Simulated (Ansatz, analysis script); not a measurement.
# Magnetovolume effects in a free-standing square Mo monolayer, spacing 2.603 Å

Aim: follow the moments and energy of a free-standing square Mo monolayer, spacing 2.603 Å as the cell is scaled, from three starts.

Program: Ansatz 0.2.0. Level of theory: PBE, PAW set soft_1. Results are calculated unless marked as measured.

Most raw output is cut from this account.

### Step 1. The structure

The cell holds 1 atom: 1 Mo. Its edges and angles: a = 2.603 Å, b = 2.603 Å, c = 14.000 Å, α = 90.0°, β = 90.0°, γ = 90.0°. An idealised lattice of chosen spacing, in vacuum. Vacuum lies along c.

### Step 2. The collinear state

A collinear run comes first: it shows whether moments survive, and how large they are.

File input.yaml:

```yaml
crystal:
  lattice:
    - [2.603, 0.0, 0.0]
    - [0.0, 2.603, 0.0]
    - [0.0, 0.0, 14.0]
  atoms:
    - { symbol: Mo, position: [0.0, 0.0, 0.5], spin: 1.0 }
magnetization:
  spin_polarized: true
kpoints:
  mp_grid: { grid: [17, 17, 1] }
hamiltonian:
  xc: pbe
  pseudopotentials: { kind: paw, azcp: { folder: soft_1 } }
scf:
  occupations: { method: fermi_dirac, width: 0.05 }
  max_iter: 120
  convergence: { dr2_threshold: 1.0e-08 }
  lower_state_search: "off"
output:
  write_density: true
  write_potential: true
  elf: true
  volumetric_format: npy
```

Command:

```bash
$ ansatz run input.yaml --threads 2 --pin off --max-ram 5120MiB --backend cpu --events-out ev --progress --plain --runs-dir out
```

Run time: 5.5 s. Hardware: 2 threads of Arm Neoverse V2, shared host; peak memory 0.37 GiB.

The spin moment in the atom's sphere vanishes on all atoms.

The run ends non-magnetic, with a net moment of 0 μB a cell. The run left the order that was typed.

Valence density in the ca plane at fractional y = 0.000, with atoms of Mo within 0.2 Å of it. It is the smooth field of the valence electrons, not physical close to the nuclei.

Ten steps, logarithmic in the rise over the least value, from '0' (0.0 e/Å³) to '9' (7.0 e/Å³), each cell a mean:
```
0000000000000000248999631000000000000000
0000000000000000136887521000000000000000
0000000000000000134565321000000000000000
0000000000000000123444321000000000000000
0000000000000000123454321000000000000000
0000000000000000135776421000000000000000
0000000000000000247998631000000000000000
0000000000000000258999731000000000000000
```
Columns run along c (14.0 Å), rows up along a (2.6 Å). Atoms in or near the plane, at fractional coordinates: Mo at (0.50, 0.00).

ELF in the ca plane at fractional y = 0.000, with atoms of Mo within 0.2 Å of it. It is the smooth field of the valence electrons, not physical close to the nuclei.

Ten even steps from '0' (0.00) to '9' (0.70), each cell a mean:
```
0000000000000001139989720100000000000000
0000000000000111137998521110000000000000
0000000000000123334665433321000000000000
0000000000000134554444555421000000000000
0000000000000124444444444321000000000000
0000000000000112235887422210000000000000
0000000000000011138999621110000000000000
0000000000000000049869720000000000000000
```
Columns run along c (14.0 Å), rows up along a (2.6 Å). Atoms in or near the plane, at fractional coordinates: Mo at (0.50, 0.00).

### Step 3. The same state on a denser mesh

Levels at the Fermi energy are partly filled, so moments and energy differences can hang on the k-mesh, and the state is solved again on a denser one.

input.yaml, the sections that differ from step 2:

```yaml
kpoints:
  mp_grid: { grid: [21, 21, 1] }
basis:
  ecutwfc: 420.0
# crystal, magnetization, hamiltonian, scf: as in step 2
# output: removed
```

Wall time 5 s (2 threads); peak memory 0.38 GiB.

The spin moment in the atom's sphere vanishes on all atoms.

The run ends non-magnetic, with a net moment of 0 μB a cell, against 0 μB on the first mesh.

The cell's area in the plane is scaled by the factor named; fractional positions stay, and energies count from the lowest run.

### Step 4. Factor 0.8, typed moments

Three starts at each size show whether high-spin, low-spin and non-magnetic states coexist. One mesh, built for the smallest cell, and one cutoff serve all sizes, so that energies can be subtracted.

input.yaml, the sections that differ from step 3:

```yaml
crystal:
  lattice:
    - [2.32819398, 0.0, 0.0]
    - [0.0, 2.32819398, 0.0]
    - [0.0, 0.0, 14.0]
  atoms:
    - { symbol: Mo, position: [0.0, 0.0, 0.5], spin: 1.0 }
kpoints:
  mp_grid: { grid: [22, 22, 1] }
output:
  stress: true
# magnetization, hamiltonian, scf, basis: as in step 3
```

Command:

```bash
$ ansatz run input.yaml --threads 1 --pin off --max-ram 2560MiB --backend cpu --events-out ev --progress --plain --runs-dir out
```

The job ended after 8.3 s (1 thread; peak memory 0.36 GiB).

It ends non-magnetic, with 0 μB on the largest site.

### Step 5. Factor 0.8, starting moments cut to 30 %

A self-consistent run from these starting moments shows which magnetic state they lead to.

input.yaml, as its differences from that of step 4:

```diff
@@ -6,3 +6,3 @@
   atoms:
-    - { symbol: Mo, position: [0.0, 0.0, 0.5], spin: 1.0 }
+    - { symbol: Mo, position: [0.0, 0.0, 0.5], spin: 0.3 }
 magnetization:
```

Run time: 8.3 s. Hardware: 1 thread; peak memory 0.36 GiB.

It ends non-magnetic, with 0 μB on the largest site.

### Step 6. Factor 0.94, typed moments

input.yaml, the sections that differ from step 5:

```yaml
crystal:
  lattice:
    - [2.52370213, 0.0, 0.0]
    - [0.0, 2.52370213, 0.0]
    - [0.0, 0.0, 14.0]
  atoms:
    - { symbol: Mo, position: [0.0, 0.0, 0.5], spin: 1.0 }
# magnetization, kpoints, hamiltonian, scf, basis, output: as in step 5
```

It took 12 s on 1 thread; peak memory 0.39 GiB.

It ends non-magnetic, with 0 μB on the largest site.

### Step 7. Factor 1.07, typed moments

input.yaml, as its differences from that of step 6:

```diff
@@ -2,4 +2,4 @@
   lattice:
-    - [2.52370213, 0.0, 0.0]
-    - [0.0, 2.52370213, 0.0]
+    - [2.69256414, 0.0, 0.0]
+    - [0.0, 2.69256414, 0.0]
     - [0.0, 0.0, 14.0]
```

The job ended after 13 s (1 thread; peak memory 0.41 GiB).

It ends non-magnetic, with 0 μB on the largest site.

### Step 8. Factor 1.25, typed moments

input.yaml, as its differences from that of step 7:

```diff
@@ -2,4 +2,4 @@
   lattice:
-    - [2.69256414, 0.0, 0.0]
-    - [0.0, 2.69256414, 0.0]
+    - [2.91024247, 0.0, 0.0]
+    - [0.0, 2.91024247, 0.0]
     - [0.0, 0.0, 14.0]
```

Run time: 27 s. Hardware: 1 thread; peak memory 0.44 GiB.

It ends non-magnetic, with 0 μB on the largest site.

### Step 9. Factor 1.36, no spin

input.yaml, the sections that differ from step 8:

```yaml
crystal:
  lattice:
    - [3.03559356, 0.0, 0.0]
    - [0.0, 3.03559356, 0.0]
    - [0.0, 0.0, 14.0]
  atoms:
    - { symbol: Mo, position: [0.0, 0.0, 0.5] }
scf:
  occupations: { method: fermi_dirac, width: 0.05 }
  max_iter: 120
  convergence: { dr2_threshold: 1.0e-08 }
# kpoints, hamiltonian, basis, output: as in step 8
# magnetization: removed
```

The job ended after 4.8 s (1 thread; peak memory 0.38 GiB).

This is the reference without moments at this size.

18 more runs differ from these in the same keys alone and are tabled below.

### Step 10. All sizes

```
factor  E typed (meV/atom)  E small  E no spin  largest moment, typed (μB)  small   state, typed   state, small
   0.8               186.4    186.4      186.4                        0.00   0.00   non-magnetic   non-magnetic
  0.87                 0.0      0.0        0.0                        0.00   0.00   non-magnetic   non-magnetic
  0.94                66.0     66.0       66.0                        0.00   0.00   non-magnetic   non-magnetic
     1               248.8    248.8      248.8                        0.00   0.00   non-magnetic   non-magnetic
  1.07               549.0    549.0      549.0                        0.00   0.00   non-magnetic   non-magnetic
  1.15               956.9    956.9      956.9                        0.00   0.00   non-magnetic   non-magnetic
  1.25              1507.9   1507.9     1507.9                        0.00   0.00   non-magnetic   non-magnetic
  1.36              1973.3   1973.3     2116.0                        1.81   1.81  ferromagnetic  ferromagnetic
```

### Step 11. Results

```
lowest run                  : factor 0.87, typed moments
largest moment, typed start : 0 μB at 0.8 to 1.81 μB at 1.36
gain by magnetism           : 0.0 to 142.7 meV/atom
```

What this shows: From a factor of 0.8 to 1.36 the largest moment goes from 0 to 1.81 μB. The moment is lost at factors of 1.25 or less among those run. Site moments are taken in spheres that grow with the cell. It rises fastest, by 1.8 μB between 1.25 and 1.36; the grid is too coarse to tell a step from a steep rise. Both magnetic starts, which share one pattern of signs, end on one state at every size; other orders were not tried. The cell's shape and the atoms were not relaxed. The 24 scaled-cell runs took 4.4 min of wall time, added up.

[Logs and program files are shortened in this print: banners, set-up blocks, solver, clock and traceback lines can be left out without a mark of their own.]

[Logs are printed without paths, hosts, clocks, repeated set-up lines and the standing remarks that a program may print on its own settings, such as how far it seeks lower states.]

[Hosts, paths, dates, database ids (printed as entryN), source tags and the programs' standing remarks are cut or masked in the printed files.]

[Where the input sets lower_state_search to off, the program did not look for lower states, so one may exist.]
